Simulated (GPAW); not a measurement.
# Ballistic transport through a Cu chain with an Al atom bridging one bond, cheap and dear, part 2 of 2

Aim: T(E), conductance and thermopower of a Cu chain with an Al atom bridging one bond, and what cheaper settings cost in accuracy.

GPAW 26.7.0; GPAW LCAO, PAW setups; Landauer transmission from Green's functions with principal layers (ASE), zero bias.

So far, transmission at the Fermi level (one spin): step 2 (GPAW, dzp, PBE, GPAW) 0.891; step 3 (basis szp(dzp), PBE, GPAW) 0.881; step 4 (basis sz(dzp), PBE, GPAW) 0.868; step 5 (revPBE) 0.893.

**8. Temperature 700**

Temperature enters only through the Fermi window.

This step: GPAW LCAO, PAW setups; Landauer transmission from Green's functions with principal layers (ASE), zero bias (GPAW 26.7.0).

Input file run.py:

```python
import json
import numpy as np
from ase import Atoms
from ase.transport.calculators import TransportCalculator
from gpaw import GPAW, FermiDirac
from gpaw.lcao.tools import get_lcao_hamiltonian
from scipy.linalg import eigh

# The junction with lead layers at both ends, along the third cell vector
device = Atoms(
    ['Cu', 'Cu', 'Cu', 'Cu', 'Cu', 'Al', 'Cu', 'Cu', 'Cu', 'Cu', 'Cu'],
    positions=[
        [4.50000, 4.50000, 1.15000],
        [4.50000, 4.50000, 3.45000],
        [4.50000, 4.50000, 5.75000],
        [4.50000, 4.50000, 8.05000],
        [4.50000, 4.50000, 10.35000],
        [6.45908, 4.50000, 11.60000],
        [4.50000, 4.50000, 12.85000],
        [4.50000, 4.50000, 15.15000],
        [4.50000, 4.50000, 17.45000],
        [4.50000, 4.50000, 19.75000],
        [4.50000, 4.50000, 22.05000]],
    cell=[[9.0, 0.0, 0.0], [0.0, 9.0, 0.0], [0.0, 0.0, 23.2]],
    pbc=True)

# One principal layer of the lead: the first 3 atoms of the device
lead = Atoms(
    ['Cu', 'Cu', 'Cu'],
    positions=[
        [4.50000, 4.50000, 1.15000],
        [4.50000, 4.50000, 3.45000],
        [4.50000, 4.50000, 5.75000]],
    cell=[[9.0, 0.0, 0.0], [0.0, 9.0, 0.0], [0.0, 0.0, 6.9]],
    pbc=True)

settings = dict(mode='lcao', basis='dzp', xc='PBE', h=0.2,
                occupations=FermiDirac(0.1), maxiter=250,
                mixer=dict(beta=0.1, nmaxold=8, weight=100.0),
                convergence=dict(density=0.0001))
energies = np.arange(-3, 3 + 1e-9, 0.075)
eta = 0.0001
n1, n2 = 1, 1
# k and -k transmit alike, so half of the mesh across the current serves
mesh = [(i, j) for i in range(n1) for j in range(n2) if (i, j) <= (-i % n1, -j % n2)]
weights = np.array([1 if (i, j) == (-i % n1, -j % n2) else 2 for i, j in mesh]) / (n1 * n2)

# [... helper functions left out ...]
fermi_lead = ground_state(lead, (1, 1, 16), 'lead.txt')
fermi_device = ground_state(device, (1, 1, 4), 'device.txt')
# [... loop over the mesh left out, but for ...]
        # Shift the lead onto the potential of the device's first layer
        shift = ((H[:, 0, 0] - H0[:, 0, 0]) / S0[0, 0]).real.mean()
# [...]
kT = 8.617333e-5 * 700
bias = [0.1, 0.2, 0.5, 1.0, 1.5, 2.0]
# [... integrals and printing left out ...]
```

Command:

```bash
> OMP_NUM_THREADS=1 OPENBLAS_NUM_THREADS=1 python run.py
```

Output:

```text
basis functions: device 163, principal layer 45
Fermi level: lead -3.6828 eV, device -3.4756 eV; lead shifted by -0.0044 eV
largest coupling past the next layer 4.59e-05 eV, largest misfit of the first layer 0.036 eV
  E-E_F (eV)   T (one spin)  [channel counts left out]
    -3.000    7.4003e-01
    -2.925    8.4578e-01
    -2.850    9.0864e-01
    -2.775    9.4492e-01
    -2.700    9.6577e-01
    -2.625    9.7786e-01
    -2.550    9.8506e-01
    -2.475    9.8963e-01
    -2.400    9.9360e-01
    -2.325    9.9796e-01
    -2.250    9.4516e-01
    -2.175    9.6714e-01
    -2.100    9.7473e-01
    -2.025    9.6026e-01
    -1.950    9.0662e-01
    -1.875    3.5644e-02
[...]
2.475    4.4220e-01
     2.550    3.2245e-01
     2.625    2.4394e-01
     2.700    2.1251e-01
     2.775    2.2467e-01
     2.850    2.7671e-01
     2.925    3.6273e-01
     3.000    4.6953e-01
conductance at 700 K: 0.89341 G0 a cell; thermopower -3.224 uV/K
current from the zero-bias T(E) at 0.1 V: 6.9251 uA
current from the zero-bias T(E) at 0.2 V: 13.869 uA
current from the zero-bias T(E) at 0.5 V: 34.985 uA
current from the zero-bias T(E) at 1.0 V: 70.956 uA
current from the zero-bias T(E) at 1.5 V: 109.66 uA
current from the zero-bias T(E) at 2.0 V: 152.55 uA
```

The job ended after 28 s (1 thread of Arm Neoverse V2, shared host; peak memory 0.8 GiB).

Numbers from this step:

| Quantity | Value |
| --- | --- |
| conductance | 0.8934 G₀ |
| largest coupling past the next principal layer | 4.59e-5 eV |
| largest misfit of the first principal layer | 0.03587 eV |
| shift that aligns the lead | -0.004407 eV |
| transmission at the Fermi level (one spin) | 0.8908 |

One spin. The transmission, zone mean by energy, zero at the Fermi level:

energy (eV), transmission, zone mean and a bar:
```
    -3.00       0.74 ##############
    -2.85       0.91 #################
    -2.70       0.97 ##################
    -2.55       0.99 ###################
    -2.33       1.00 ###################
    -2.17       0.97 ##################
    -2.02       0.96 ##################
    -1.88       0.04 
    -1.73       1.01 ###################
    -1.57       1.56 ##############################
    -1.35       1.01 ###################
    -1.20       1.28 ########################
    -1.05       1.31 #########################
    -0.90       1.29 #########################
    -0.75       1.16 ######################
    -0.60       0.98 ###################
    -0.38       0.88 #################
    -0.23       0.91 #################
    -0.07       0.86 ################
     0.00       0.89 #################
     0.07       0.91 #################
     0.23       0.94 ##################
     0.38       0.96 ##################
     0.60       0.97 ##################
     0.75       0.97 ###################
     0.90       0.98 ###################
     1.05       0.98 ###################
     1.20       0.98 ###################
     1.35       0.98 ###################
     1.57       0.98 ###################
     1.73       0.97 ##################
     1.88       0.96 ##################
     2.02       0.93 ##################
     2.17       0.86 ################
     2.33       0.70 #############
     2.55       0.32 ######
     2.70       0.21 ###
     2.85       0.28 #####
     3.00       0.47 #########
```

Not self-consistent under bias; the bias window is split evenly. Current through one cell, from the zero-bias transmission against bias:

```
bias (V)  current through one cell, from the zero-bias transmission (μA)
   0.100                                                            6.93
   0.200                                                            13.9
   0.500                                                            35.0
   1.000                                                            71.0
   1.500                                                             110
   2.000                                                             153
```

Table of transmission of the three most open eigenchannels by energy, zero at the Fermi level:

```
energy (eV)  channel 1  channel 2  channel 3
    -3.0000      0.740          0          0
    -2.7750      0.945          0          0
    -2.4750      0.990          0          0
    -2.2500      0.945          0          0
    -2.0250      0.960          0          0
    -1.7250      0.996     0.0111     2.1e-5
    -1.5000      0.765      0.287     0.0750
    -1.2750      0.929      0.177      0.130
    -0.9750      0.905      0.219      0.151
    -0.7500      0.751      0.275      0.108
    -0.5250      0.450      0.352     0.0852
    -0.2250      0.852     0.0567    0.00254
     0.0000      0.891          0          0
     0.2250      0.941          0          0
     0.5250      0.967          0          0
     0.7500      0.975          0          0
     0.9750      0.979          0          0
     1.2750      0.981          0          0
     1.5000      0.979          0          0
     1.7250      0.972          0          0
     2.0250      0.932          0          0
     2.2500      0.798          0          0
     2.4750      0.442          0          0
     2.7750      0.225          0          0
     3.0000      0.470          0          0
```

With these changes, and at 700 K in place of 300 K, the conductance is 0.893 G₀ against 0.890 in the dzp run; T at the Fermi level, which temperature doesn't enter, is 0.891 against 0.891.

**9. A second varied run**

A last run, with other settings again.

run.py: that of step 8 with these lines changed.

```diff
@@ -36,4 +36,4 @@
 
-settings = dict(mode='lcao', basis='dzp', xc='PBE', h=0.2,
-                occupations=FermiDirac(0.1), maxiter=250,
+settings = dict(mode='lcao', basis='dzp', xc='PBE', h=0.4,
+                occupations=FermiDirac(0.1), maxiter=75,
                 mixer=dict(beta=0.1, nmaxold=8, weight=100.0),
@@ -54,3 +54,3 @@
 # [...]
-kT = 8.617333e-5 * 700
+kT = 8.617333e-5 * 300
 bias = [0.1, 0.2, 0.5, 1.0, 1.5, 2.0]
```

Output:

```text
basis functions: device 163, principal layer 45
Fermi level: lead -3.7117 eV, device -3.5005 eV; lead shifted by -0.0125 eV
largest coupling past the next layer 4.59e-05 eV, largest misfit of the first layer 0.090 eV
  E-E_F (eV)   T (one spin)  [channel counts left out]
    -3.000    5.8769e-01
    -2.925    7.2999e-01
    -2.850    8.2864e-01
    -2.775    8.8894e-01
    -2.700    9.2070e-01
    -2.625    9.2776e-01
    -2.550    7.7300e-01
    -2.475    9.9734e-01
    -2.400    9.8888e-01
    -2.325    9.9080e-01
    -2.250    9.1313e-01
    -2.175    9.5348e-01
    -2.100    9.5278e-01
    -2.025    9.4444e-01
    -1.950    9.1878e-01
    -1.875    5.3779e-01
[...]
2.475    4.7203e-01
     2.550    3.3963e-01
     2.625    2.4845e-01
     2.700    2.0706e-01
     2.775    2.1118e-01
     2.850    2.5622e-01
     2.925    3.3703e-01
     3.000    4.4188e-01
conductance at 300 K: 0.88956 G0 a cell; thermopower -2.513 uV/K
current from the zero-bias T(E) at 0.1 V: 6.8941 uA
current from the zero-bias T(E) at 0.2 V: 13.811 uA
current from the zero-bias T(E) at 0.5 V: 35.081 uA
current from the zero-bias T(E) at 1.0 V: 72.181 uA
current from the zero-bias T(E) at 1.5 V: 109.81 uA
current from the zero-bias T(E) at 2.0 V: 154.37 uA
```

Elapsed: 12 s, on 1 thread; peak memory 0.25 GiB.

The run finished. A setting was moved off its sound value on purpose, so it serves as a test and not as the result.

The fault put into the input: a grid far too coarse (h = 0.4).

Side by side:

```
                                           quantity   this run   sound run  difference
                                   conductance (G₀)    0.88956     0.88959     -3.4e-5
largest coupling past the next principal layer (eV)   4.590e-5    4.594e-5     -3.8e-8
   largest misfit of the first principal layer (eV)   0.089929    0.035874      0.0541
                    shift that aligns the lead (eV)  -0.012485  -0.0044067    -0.00808
         transmission at the Fermi level (one spin)    0.89033     0.89077     -4.5e-4
```

One result that differs is the largest misfit of the first principal layer, 0.0899 eV against 0.0359 eV.

**10. What came out**

```
conductance                                        : 0.890 G₀
transmission at the Fermi level, mean of the spins : 0.891
```

What this shows: In the dzp basis the junction conducts 0.890 G₀ at 300 K, with T = 0.891 a spin at the Fermi level; the sz basis reaches that conductance within 10 %. At the Fermi level one eigenchannel carries the current (0.89). Measured against the first run (dzp), the nearest curve is that of dzp-revPBE (r.m.s. 0.063) and the farthest that of sz (0.26). Over the compared runs wall time goes from 20 s (sz) to 30 s (dzp-revPBE), on a shared host. The geometry was built from estimated bond lengths and not relaxed, so the numbers describe this model structure. The run had no spin polarisation, so a magnetic state, which chains and small molecules with open shells often have, wasn't tested. An evenly spaced straight chain is an idealisation: free chains tend to dimerise, zigzag or, where a band edge lies near the Fermi level, turn magnetic. The currents use the zero-bias T(E) throughout, which holds only while the bias is small against the distance to the nearest feature. The thermopower isn't quoted: it samples T(E) farther from the Fermi level than the conductance does, and the energy grid wasn't tested for it.

[Logs are printed without paths, hosts, clocks, repeated set-up lines and the standing remarks that a program may print on its own settings, such as how far it seeks lower states.]

[Hosts, paths, dates, database ids (printed as entryN), source tags and the programs' standing remarks are cut or masked in the printed files.]
